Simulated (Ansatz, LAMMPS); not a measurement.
# Amorphous 84HfO2-16Y2O3 (mol %) (83 atoms), relaxed: mesh and functional compared

What does this cell relax to, and how do the Kohn-Sham gap, forces and pressure change with k-mesh and functional?

Calculated with Ansatz 0.2.0: Kohn-Sham DFT, PBE, PAW (set soft_2), plane waves; cutoff 420 eV, Γ point, fermi-dirac smearing of 0.025 eV.

**The cell**

Density at the start: 7.43 g/cm³. The cell holds 83 atoms: 21 Hf, 8 Y and 54 O. Its edges and angles: a = 10.596 Å, b = 10.596 Å, c = 10.596 Å, α = 90.0°, β = 90.0°, γ = 90.0°. 83 atoms (21 Zr, 8 Er, 54 O) placed at random at 5.75 g/cm³, melted at 5000 K for 10 ps at fixed volume with the Morse and Coulomb pair potential with partial charges (Pedone, Malavasi, Menziani, Cormack and Segre, J. Phys. Chem. B 110, 11780 (2006)). Quenched from 5000 K to 300 K at 50 K/ps and fixed volume, held 5 ps, then minimised at fixed cell. Then Zr was replaced by Hf, Er was replaced by Y (the potential has no terms for the new elements, so the cell is a start for a DFT relaxation).

Cell and atoms were relaxed with PBE. The walk converged after 16 steps, with a largest force component of 0.0273 eV/Å; it began at an r.m.s. force component of 0.36 eV/Å. The edges went from 10.596, 10.596, 10.596 to 10.572, 9.990, 10.428 Å, and the volume from 14.333 to 13.265 Å³ an atom (-7.5 %).

The input of the reference single point:

```yaml
crystal:
  lattice:
    - [10.57085, -0.01852, 0.12484]
    - [-0.01852, 9.99028, -0.0258]
    - [0.12484, -0.0258, 10.42679]
  atoms:
    - { symbol: Hf, position: [0.14298, 0.47972, 0.02192] }
    - { symbol: Hf, position: [0.01896, 0.41463, 0.72979] }
    - { symbol: Hf, position: [0.46521, 0.39278, 0.4457] }
    - { symbol: Hf, position: [0.83535, 0.38334, 0.98951] }
    [... 77 atom lines left out ...]
    - { symbol: O, position: [0.5542, 0.45073, 0.84557] }
    - { symbol: O, position: [0.40375, 0.20746, 0.48581] }
kpoints:
  mp_grid: { grid: [1, 1, 1] }
hamiltonian:
  xc: pbe
scf:
  occupations: { method: fermi_dirac, width: 0.025 }
output:
  forces: true
  stress: true
  populations: true
  dos:
    method: { smearing: { sigma: 0.08 } }
    de: 0.05
    projected: { site_lists: { Hf: [Hf], O: [O], "Y": ["Y"] } }
  eigenvalues: true
  write_density: true
  write_potential: true
  volumetric_format: npy
```

**Bonds after relaxation**

Bonds by pair of elements; cutoffs follow the first minimum of g(r), held within bounds set by covalent radii, and pairs that aren't listed don't count as bonded:

| pair A-B | cutoff (Å) | bonds | mean length (Å) | spread (Å) | shortest (Å) | B about A | A about B |
| --- | --- | --- | --- | --- | --- | --- | --- |
| O-Hf | 2.82 | 133 | 2.14 | 0.106 | 1.98 | 2.46 | 6.33 |
| O-Y | 3 | 50 | 2.35 | 0.191 | 2.10 | 0.926 | 6.25 |

How many atoms have how many bonded neighbours:

| element | mean | 3 | 4 | 5 | 6 | 7 | 8 |
| --- | --- | --- | --- | --- | --- | --- | --- |
| Hf | 6.33 | 0 | 0 | 1 | 13 | 6 | 1 |
| O | 3.39 | 33 | 21 | 0 | 0 | 0 | 0 |
| Y | 6.25 | 0 | 0 | 1 | 4 | 3 | 0 |

**Levels of theory**

Single points at the relaxed geometry:

```
functional  k-mesh  Kohn-Sham gap (eV)  pressure (GPa)  r.m.s. force component (eV/Å)  SCF cycles     time
       PBE   1×1×1               3.982           -0.03                          0.008          11     28 s
       PBE   2×2×2               3.949           -0.03                          0.019          10  3.5 min
     HSE06   1×1×1               5.511           -4.44                          0.100          22  7.4 min
    r2SCAN   1×1×1               4.450           -4.27                          0.083          11     54 s
    PBEsol   1×1×1               3.888           -5.94                          0.072          11     26 s
```

The gap is that between the highest filled and lowest empty Kohn-Sham level on the run's k-points. Cutoffs: 420 eV for PBE, HSE06 and PBEsol; 500 eV for r2SCAN. Times come from shared hosts and are rough.

**Findings**

By these cutoffs 62 % of Hf atoms have 6, 61 % of O atoms have 3 and 50 % of Y atoms have 6 neighbours. The Kohn-Sham gap is 3.98 eV with PBE on the 1×1×1 mesh and 3.95 eV on 2×2×2. On the 1×1×1 mesh HSE06 changes the gap by +1.53 eV against PBE. Carrying that shift over to the 2×2×2 mesh gives 3.95 + 1.53 = 5.48 eV, an estimate that takes the shift to be alike at all k-points. On the reference's mesh the gap changes with r2SCAN by +0.47 eV and PBEsol by -0.09 eV. Against the reference the pressure changes with HSE06 by -4.4 GPa, r2SCAN by -4.2 GPa and PBEsol by -5.9 GPa; a negative change means that the functional would take a smaller volume. The denser mesh moves the energy by -1.8 meV/atom and the pressure by +0.00 GPa.

Limits: All single points share the geometry relaxed with PBE. The volume changed by -7.5 % on relaxing; in so small a cell, on this mesh and at this cutoff, the relaxed density is rough. One sample; tail or defect levels can set the gap of a disordered cell. The quench rate of 50 K/ps is many orders above laboratory rates, so the cell is likely richer in defects and strain than a real sample. The network of bonds at the start is that of the classical potential that made the cell, and needn't be the one that DFT or experiment would give. Spin–orbit coupling is left out, which matters for the levels of the heavy elements.

[Long decimals in the printed logs are rounded to 6 places.]

[Logs are printed without paths, hosts, clocks, repeated set-up lines and the standing remarks that a program may print on its own settings, such as how far it seeks lower states.]

[Hosts, paths, dates, database ids (printed as entryN), source tags and the programs' standing remarks are cut or masked in the printed files.]

[Runs of further levels or settings that didn't converge aren't in the tables.]
